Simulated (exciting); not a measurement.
# NaCl: the Cl L₂,₃ edge from the Bethe–Salpeter equation

Aim: the Cl L₂,₃ absorption edge of NaCl with the electron–hole interaction treated explicitly, and what each term of the kernel does.

Method: X-ray absorption, core-level Bethe-Salpeter equation, exchange and statically screened direct term, Tamm-Dancoff, all-electron LAPW+lo PBEsol, in exciting sodium.

Most raw output is cut from this account.

The database entry behind the starting cell differs from later determinations by our own check (an axis about 0.4 % short against later determinations), so it need not match the best structure at ambient conditions.

## (1) The starting structure

Symmetry: Fm-3m, No. 225, cubic system. The conventional cell has a = 5.620 Å, b = 5.620 Å, c = 5.620 Å, α = 90.00°, β = 90.00°, γ = 90.00°. Nearest to Cl lie 6 Na at 2.81 Å. Nearest to Na lie 6 Cl at 2.81 Å. Farther neighbours and most contacts between anions are not listed.

Structure file:

```cif
data_structure
_symmetry_space_group_name_H-M 'Fm-3m'
_symmetry_Int_Tables_number 225
_cell_length_a 5.6200
_cell_length_b 5.6200
_cell_length_c 5.6200
_cell_angle_alpha 90.000
_cell_angle_beta 90.000
_cell_angle_gamma 90.000
_cell_volume 177.50
loop_
_atom_site_label
_atom_site_type_symbol
_atom_site_symmetry_multiplicity
_atom_site_Wyckoff_symbol
_atom_site_fract_x
_atom_site_fract_y
_atom_site_fract_z
_atom_site_occupancy
Cl1 Cl 4 b 0.50000 0.00000 0.00000 1
Na1 Na 4 a 0.00000 0.00000 0.00000 1
```

Differences between curves are given as r.m.s. difference over r.m.s. height.

## (2) Ground state

The species files are the program's own, with muffin-tin radii set in the input.

input.xml reads:

```
<input>
  <title>NaCl</title>
  <structure speciespath="." autormt="false" epslat="1.0e-5">
    <crystal>
      <basevect>0.0000000000 5.3101304092 5.3101304092</basevect>
      <basevect>5.3101304092 0.0000000000 5.3101304092</basevect>
      <basevect>5.3101304092 5.3101304092 0.0000000000</basevect>
    </crystal>
    <species speciesfile="Cl.xml" rmt="2.300">
      <atom coord="0.5000000000 0.5000000000 0.5000000000"/>
    </species>
    <species speciesfile="Na.xml" rmt="2.300">
      <atom coord="0.0000000000 0.0000000000 0.0000000000"/>
    </species>
  </structure>
  <groundstate do="fromscratch" xctype="GGA_PBE_SOL" ngridk="4 4 4" rgkmax="7" gmaxvr="14" nempty="8" swidth="0.001" maxscl="100" epsengy="1e-5"/>
</input>
```

Run with:

```console
$ OMP_NUM_THREADS=1 mpirun -n 4 exciting
```

Run time: 14 s. Hardware: 4 MPI ranks of Arm Neoverse V1, shared host.

The warnings file holds hints only, no warning.

The mesh shows a gap of 5.02 eV. Core levels (Dirac, from the valence top):

| atom | level | energy (eV) |
| --- | --- | --- |
| Cl | 1s1/2 | -2737.4 |
| Cl | 2s1/2 | -243.1 |
| Cl | 2p1/2 | -183.4 |
| Cl | 2p3/2 | -181.7 |
| Na | 1s1/2 | -1022.9 |

## (3) A richer basis for the empty states

Each species file gets more local orbitals, built from u and its energy derivative at 0.15 Ha and u at 0.9 Ha.

input.xml is that of step 2.

SPECIES.xml, added lines reads:

```
<lo l="L">  <!-- L = 0, 1, 2 -->
  <wf matchingOrder="0" trialEnergy="0.1500" searchE="false"/>
  <wf matchingOrder="1" trialEnergy="0.1500" searchE="false"/>
  <wf matchingOrder="0" trialEnergy="0.9000" searchE="false"/>
</lo>
```

Run with:

```console
$ OMP_NUM_THREADS=1 mpirun -n 4 exciting
```

Run time: 12 s. Hardware: 4 MPI ranks.

Against the first ground state the total energy moves by -7 meV an atom and the gap by -0.04 eV.

## (4) Screening, kernels and BSE for Cl atom 1

The absorber has 6 Na at 2.81 Å (octahedral, site symmetry m-3m).

input.xml: that of step 3 with these lines changed.

```diff
@@ -15,3 +15,19 @@
   </structure>
-  <groundstate do="fromscratch" xctype="GGA_PBE_SOL" ngridk="4 4 4" rgkmax="7" gmaxvr="14" nempty="8" swidth="0.001" maxscl="100" epsengy="1e-5"/>
+  <groundstate do="skip" xctype="GGA_PBE_SOL" ngridk="4 4 4" rgkmax="7" gmaxvr="14" nempty="8" swidth="0.001" maxscl="100" epsengy="1e-5"/>
+  <xs xstype="BSE" ngridk="4 4 4" ngridq="4 4 4" vkloff="0.097 0.273 0.493" rgkmax="7" nempty="22" gqmax="3" lmaxapwwf="5" lmaxemat="3" broad="0.01654" tevout="true">
+    <energywindow intv="6.416 8.095" points="456"/>
+    <screening screentype="full" nempty="39"/>
+    <BSE xas="true" xasspecies="1" xasatom="1" xasedge="L23" bsetype="singlet" nstlxas="1 18"/>
+    <qpointset>
+      <qpoint>0 0 0</qpoint>
+    </qpointset>
+    <plan>
+      <doonly task="xsgeneigvec"/>
+      <doonly task="writepmatxs"/>
+      <doonly task="scrgeneigvec"/>
+      <doonly task="scrwritepmat"/>
+      <doonly task="screen"/>
+      <doonly task="scrcoulint"/>
+    </plan>
+  </xs>
 </input>
```

input.xml for the exchange start (cutoff and plan only) reads:

```
  gqmax="2.5"
  <plan>
    <doonly task="exccoulint"/>
  </plan>
```

input.xml for the last start (plan only) reads:

```
  <plan>
    <doonly task="bse"/>
  </plan>
```

Run with:

```console
$ OMP_NUM_THREADS=1 mpirun -n 4 exciting
$ OMP_NUM_THREADS=1 mpirun -n 4 exciting
$ OMP_NUM_THREADS=4 exciting
```

Run time: 10 min. Hardware: 4 MPI ranks.

Wall time by task: xsgeneigvec 2.2 s, writepmatxs 3.8 s, scrgeneigvec 1.6 s, scrwritepmat 1.5 s, screen 22 s, scrcoulint 2 min, exccoulint 5.2 min, bse 2.5 min.

The Cl L₂,₃ spectrum of Cl atom 1 (energy from the Kohn–Sham onset, core level to the lowest empty state found on the meshes used, 186.58 eV; the ground-state mesh sets it, and the shifted mesh has its lowest transition 0.40 eV above it; Im ε scaled to the maximum of the singlet run; cut below the end of the band set):

| E (eV) | Im ε |
| --- | --- |
| -4.5 | 0.02 |
| -4.0 | 0.03 |
| -3.5 | 0.03 |
| -3.0 | 0.04 |
| -2.5 | 0.06 |
| -2.0 | 0.10 |
| -1.5 | 0.21 |
| -1.0 | 0.20 |
| -0.5 | 0.23 |
| 0.0 | 0.43 |
| 0.5 | 0.87 |
| 1.0 | 0.81 |
| 1.5 | 0.60 |
| 2.0 | 0.68 |
| 2.5 | 0.84 |
| 3.0 | 0.74 |
| 3.5 | 0.65 |
| 4.0 | 0.60 |
| 4.5 | 0.64 |
| 5.0 | 0.64 |
| 5.5 | 0.59 |
| 6.0 | 0.62 |
| 6.5 | 0.75 |
| 7.0 | 0.84 |
| 7.5 | 0.86 |
| 8.0 | 0.84 |
| 8.5 | 0.94 |
| 9.0 | 0.98 |
| 9.5 | 0.86 |
| 10.0 | 0.83 |
| 10.5 | 0.84 |
| 11.0 | 0.73 |
| 11.5 | 0.68 |
| 12.0 | 0.70 |
| 12.5 | 0.69 |
| 13.0 | 0.64 |
| 13.5 | 0.61 |
| 14.0 | 0.60 |
| 14.5 | 0.59 |
| 15.0 | 0.61 |
| 15.5 | 0.64 |
| 16.0 | 0.68 |
| 16.5 | 0.65 |
| 17.0 | 0.61 |
| 17.5 | 0.62 |
| 18.0 | 0.60 |
| 18.5 | 0.53 |
| 19.0 | 0.49 |

Maxima (height): 0.7 eV (0.95), 2.4 eV (0.84), 7.3 eV (0.86), 8.8 eV (1.00), 10.4 eV (0.84), 12.2 eV (0.70) and 16.1 eV (0.68); 3 lower ones aren't listed.

The Hamiltonian has 6912 rows. The lowest groups of eigenvalues and the brightest ones, on the scale above (the program counts from the shifted mesh's onset, 0.40 eV higher). Core spinors bring spin-forbidden partners, so dark means forbidden by spin or by symmetry, and the shifted mesh splits states that symmetry would keep together:

| energy (eV) | states within 10 meV | relative strength |
| --- | --- | --- |
| -1.359 | 4 | 1.00 |
| -0.420 | 4 | 0.086 |
| -0.111 | 4 | 0.041 |
| 0.047 | 2 | 0.011 |
| 0.058 | 2 | 0.0045 |
| 0.197 | 4 | 0.11 |
| 0.334 | 2 | 0.58 |
| 0.540 | 2 | 0.57 |
| 0.551 | 4 | 0.64 |
| 0.763 | 2 | 0.79 |
| 2.245 | 6 | 0.56 |
| 8.785 | 6 | 0.61 |

## (5) Independent particles

input.xml: that of step 4 with these lines changed.

```diff
@@ -19,3 +19,3 @@
     <screening screentype="full" nempty="39"/>
-    <BSE xas="true" xasspecies="1" xasatom="1" xasedge="L23" bsetype="singlet" nstlxas="1 18"/>
+    <BSE xas="true" xasspecies="1" xasatom="1" xasedge="L23" bsetype="IP" nstlxas="1 18"/>
     <qpointset>
@@ -24,8 +24,3 @@
     <plan>
-      <doonly task="xsgeneigvec"/>
-      <doonly task="writepmatxs"/>
-      <doonly task="scrgeneigvec"/>
-      <doonly task="scrwritepmat"/>
-      <doonly task="screen"/>
-      <doonly task="scrcoulint"/>
+      <doonly task="bse"/>
     </plan>
```

Run with:

```console
$ OMP_NUM_THREADS=4 exciting
```

Run time: 1.5 s. Hardware: 4 threads.

Maxima (height): 6.7 eV (0.42), 12.1 eV (0.80), 13.8 eV (0.87) and 18.0 eV (0.85); the curve is highest at the end of the window. Against the singlet run the r.m.s. difference is 55 %. Moving the earlier curve by +6.1 eV leaves 28 %. The highest maximum lies at 13.8 eV (0.87), against 8.8 eV (1.00).

## (6) Exchange alone

input.xml: that of step 5 with these lines changed.

```diff
@@ -19,3 +19,3 @@
     <screening screentype="full" nempty="39"/>
-    <BSE xas="true" xasspecies="1" xasatom="1" xasedge="L23" bsetype="IP" nstlxas="1 18"/>
+    <BSE xas="true" xasspecies="1" xasatom="1" xasedge="L23" bsetype="RPA" nstlxas="1 18"/>
     <qpointset>
```

Run with:

```console
$ OMP_NUM_THREADS=4 exciting
```

Elapsed: 2.5 min, on 4 threads.

Maxima (height): 6.7 eV (0.40), 12.1 eV (0.77), 13.9 eV (0.84) and 18.0 eV (0.84); the curve is highest at the end of the window. The spectrum differs from the independent-particle run by 4 % r.m.s.

## (7) Direct term alone

input.xml: that of step 6 with these lines changed.

```diff
@@ -19,3 +19,3 @@
     <screening screentype="full" nempty="39"/>
-    <BSE xas="true" xasspecies="1" xasatom="1" xasedge="L23" bsetype="RPA" nstlxas="1 18"/>
+    <BSE xas="true" xasspecies="1" xasatom="1" xasedge="L23" bsetype="triplet" nstlxas="1 18"/>
     <qpointset>
```

Run with:

```console
$ OMP_NUM_THREADS=4 exciting
```

Run time: 2.5 min. Hardware: 4 threads.

Maxima (height): 0.6 eV (1.02), 2.4 eV (0.88), 7.2 eV (0.89), 8.7 eV (1.00) and 10.3 eV (0.83); 5 lower ones aren't listed. The spectrum differs from the singlet run by 4 % r.m.s. The highest maximum lies at 0.6 eV (1.02), against 8.8 eV (1.00).

## (8) Broadening

Changed against the first singlet run: half width (eV) from 0.45 to 1.35.

input.xml: that of step 7 with these lines changed.

```diff
@@ -16,6 +16,6 @@
   <groundstate do="skip" xctype="GGA_PBE_SOL" ngridk="4 4 4" rgkmax="7" gmaxvr="14" nempty="8" swidth="0.001" maxscl="100" epsengy="1e-5"/>
-  <xs xstype="BSE" ngridk="4 4 4" ngridq="4 4 4" vkloff="0.097 0.273 0.493" rgkmax="7" nempty="22" gqmax="3" lmaxapwwf="5" lmaxemat="3" broad="0.01654" tevout="true">
+  <xs xstype="BSE" ngridk="4 4 4" ngridq="4 4 4" vkloff="0.097 0.273 0.493" rgkmax="7" nempty="22" gqmax="3" lmaxapwwf="5" lmaxemat="3" broad="0.04961" tevout="true">
     <energywindow intv="6.416 8.095" points="456"/>
     <screening screentype="full" nempty="39"/>
-    <BSE xas="true" xasspecies="1" xasatom="1" xasedge="L23" bsetype="triplet" nstlxas="1 18"/>
+    <BSE xas="true" xasspecies="1" xasatom="1" xasedge="L23" bsetype="singlet" nstlxas="1 18"/>
     <qpointset>
```

Run with:

```console
$ OMP_NUM_THREADS=4 exciting
```

The job ended after 2.4 min (4 threads).

Against the singlet run the r.m.s. difference is 14 %. The highest maximum lies at 8.8 eV (0.80), against 8.8 eV (1.00). Only the width of each line changes; the area stays. A table step wider than the lines misses their tops.

| E (eV) | first run | this run |
| --- | --- | --- |
| -10.0 | 0.01 | 0.02 |
| -9.0 | 0.01 | 0.03 |
| -8.0 | 0.01 | 0.03 |
| -7.0 | 0.01 | 0.04 |
| -6.0 | 0.02 | 0.05 |
| -5.0 | 0.02 | 0.06 |
| -4.0 | 0.03 | 0.08 |
| -3.0 | 0.04 | 0.12 |
| -2.0 | 0.10 | 0.18 |
| -1.0 | 0.20 | 0.28 |
| 0.0 | 0.43 | 0.45 |
| 1.0 | 0.81 | 0.59 |
| 2.0 | 0.68 | 0.62 |
| 3.0 | 0.74 | 0.64 |
| 4.0 | 0.60 | 0.62 |
| 5.0 | 0.64 | 0.62 |
| 6.0 | 0.62 | 0.66 |
| 7.0 | 0.84 | 0.73 |
| 8.0 | 0.84 | 0.78 |
| 9.0 | 0.98 | 0.80 |
| 10.0 | 0.83 | 0.76 |
| 11.0 | 0.73 | 0.71 |
| 12.0 | 0.70 | 0.66 |
| 13.0 | 0.64 | 0.63 |
| 14.0 | 0.60 | 0.60 |
| 15.0 | 0.61 | 0.59 |
| 16.0 | 0.68 | 0.60 |
| 17.0 | 0.61 | 0.57 |
| 18.0 | 0.60 | 0.53 |
| 19.0 | 0.49 | 0.47 |

## (9) Coarser mesh

Changed against the first singlet run: k mesh from 4×4×4 to 2×2×2.

input.xml: that of step 8 with these lines changed.

```diff
@@ -16,3 +16,3 @@
   <groundstate do="skip" xctype="GGA_PBE_SOL" ngridk="4 4 4" rgkmax="7" gmaxvr="14" nempty="8" swidth="0.001" maxscl="100" epsengy="1e-5"/>
-  <xs xstype="BSE" ngridk="4 4 4" ngridq="4 4 4" vkloff="0.097 0.273 0.493" rgkmax="7" nempty="22" gqmax="3" lmaxapwwf="5" lmaxemat="3" broad="0.04961" tevout="true">
+  <xs xstype="BSE" ngridk="2 2 2" ngridq="2 2 2" vkloff="0.097 0.273 0.493" rgkmax="7" nempty="22" gqmax="3" lmaxapwwf="5" lmaxemat="3" broad="0.01654" tevout="true">
     <energywindow intv="6.416 8.095" points="456"/>
@@ -24,3 +24,8 @@
     <plan>
-      <doonly task="bse"/>
+      <doonly task="xsgeneigvec"/>
+      <doonly task="writepmatxs"/>
+      <doonly task="scrgeneigvec"/>
+      <doonly task="scrwritepmat"/>
+      <doonly task="screen"/>
+      <doonly task="scrcoulint"/>
     </plan>
```

input.xml for the exchange start (cutoff and plan only) reads:

```
  gqmax="2.5"
  <plan>
    <doonly task="exccoulint"/>
  </plan>
```

input.xml for the last start (plan only) reads:

```
  <plan>
    <doonly task="bse"/>
  </plan>
```

Run with:

```console
$ OMP_NUM_THREADS=1 mpirun -n 4 exciting
$ OMP_NUM_THREADS=1 mpirun -n 4 exciting
$ OMP_NUM_THREADS=4 exciting
```

It took 56 s on 4 MPI ranks.

These settings are cheaper. The spectrum differs from the singlet run by 14 % r.m.s. The highest maximum lies at 8.2 eV (0.99), against 8.8 eV (1.00). The first bright state moves from -1.36 to -1.47 eV. The lowest bare transition of this run lies at 1.31 eV, against 0.40. A coarse mesh samples few band energies, and it inflates the long-range part of the attraction.

| E (eV) | first run | this run |
| --- | --- | --- |
| -4.0 | 0.03 | 0.03 |
| -3.0 | 0.04 | 0.04 |
| -2.0 | 0.10 | 0.11 |
| -1.0 | 0.20 | 0.18 |
| 0.0 | 0.43 | 0.45 |
| 1.0 | 0.81 | 0.70 |
| 2.0 | 0.68 | 0.74 |
| 3.0 | 0.74 | 0.70 |
| 4.0 | 0.60 | 0.73 |
| 5.0 | 0.64 | 0.50 |
| 6.0 | 0.62 | 0.68 |
| 7.0 | 0.84 | 0.82 |
| 8.0 | 0.84 | 0.95 |
| 9.0 | 0.98 | 0.81 |
| 10.0 | 0.83 | 0.80 |
| 11.0 | 0.73 | 0.80 |
| 12.0 | 0.70 | 0.77 |
| 13.0 | 0.64 | 0.73 |
| 14.0 | 0.60 | 0.62 |
| 15.0 | 0.61 | 0.64 |
| 16.0 | 0.68 | 0.57 |
| 17.0 | 0.61 | 0.68 |
| 18.0 | 0.60 | 0.59 |
| 19.0 | 0.49 | 0.59 |

## (10) The levels of theory side by side

| level | curve passes 0.15 (eV) | highest maximum (eV) | its height |
| --- | --- | --- | --- |
| IP | 2.5 | 13.8 | 0.87 |
| RPA | 2.6 | 13.9 | 0.84 |
| direct only | -1.8 | 0.6 | 1.02 |
| singlet | -1.7 | 8.8 | 1.00 |

| E (eV) | IP | RPA | direct only | singlet |
| --- | --- | --- | --- | --- |
| -4.0 | 0.01 | 0.01 | 0.03 | 0.03 |
| -3.0 | 0.01 | 0.01 | 0.05 | 0.04 |
| -2.0 | 0.01 | 0.01 | 0.11 | 0.10 |
| -1.0 | 0.02 | 0.02 | 0.22 | 0.20 |
| 0.0 | 0.03 | 0.03 | 0.48 | 0.43 |
| 1.0 | 0.05 | 0.05 | 0.85 | 0.81 |
| 2.0 | 0.11 | 0.10 | 0.72 | 0.68 |
| 3.0 | 0.19 | 0.18 | 0.76 | 0.74 |
| 4.0 | 0.23 | 0.22 | 0.62 | 0.60 |
| 5.0 | 0.31 | 0.29 | 0.66 | 0.64 |
| 6.0 | 0.35 | 0.33 | 0.65 | 0.62 |
| 7.0 | 0.41 | 0.39 | 0.87 | 0.84 |
| 8.0 | 0.41 | 0.39 | 0.86 | 0.84 |
| 9.0 | 0.49 | 0.46 | 0.97 | 0.98 |
| 10.0 | 0.53 | 0.50 | 0.82 | 0.83 |
| 11.0 | 0.66 | 0.62 | 0.71 | 0.73 |
| 12.0 | 0.80 | 0.77 | 0.68 | 0.70 |
| 13.0 | 0.80 | 0.76 | 0.62 | 0.64 |
| 14.0 | 0.86 | 0.84 | 0.58 | 0.60 |
| 15.0 | 0.80 | 0.79 | 0.60 | 0.61 |
| 16.0 | 0.73 | 0.73 | 0.65 | 0.68 |
| 17.0 | 0.77 | 0.76 | 0.59 | 0.61 |
| 18.0 | 0.85 | 0.84 | 0.57 | 0.60 |
| 19.0 | 0.91 | 0.91 | 0.46 | 0.49 |

## (11) Outcome

```
absorber and edge   : Cl L₂,₃, atom 1
surroundings        : 6 Na at 2.81 Å (octahedral, site symmetry m-3m)
first bright state  : -1.36 eV from the Kohn–Sham onset, on this mesh
highest maximum     : 8.8 eV
cost of the BSE run : 10 min on 4 MPI ranks of Arm Neoverse V1, shared host; the last task ran on as many threads
```

**Reading.** Is a core exciton bound? Yes on this mesh: the first bright state (over 5 % of the brightest) lies at -1.36 eV from the Kohn–Sham onset and at -1.76 eV from the lowest bare transition of its own mesh. Changing the half width (eV) from 0.45 to 1.35 alters the spectrum by 14 % r.m.s. Exchange alone changes the independent-particle spectrum by 4 % r.m.s. Leaving exchange out of the full kernel changes the spectrum by 4 % r.m.s. A mesh of 64 points doesn't converge binding energies, and fine structure above the first lines is partly noise of the mesh. The kernel cutoff is low for a compact core orbital, so the effect of exchange is a lower bound. The zero comes from the unshifted 4×4×4 ground-state mesh; it is exact only where the band minimum lies on that mesh. The conduction states carry no spin here, so the exchange coupling to the spinor core hole is only partly held. The Kohn–Sham onset, 187 eV, is no photon energy: the scale needs a rigid shift. Bands and screening come from semilocal DFT, whose small gap overscreens. Vibrations and energy-dependent lifetimes are left out. The structure is a published determination, not relaxed.

[Logs are printed without paths, hosts, clocks, repeated set-up lines and the standing remarks that a program may print on its own settings, such as how far it seeks lower states.]

[Hosts, paths, dates, database ids (printed as entryN), source tags and the programs' standing remarks are cut or masked in the printed files.]
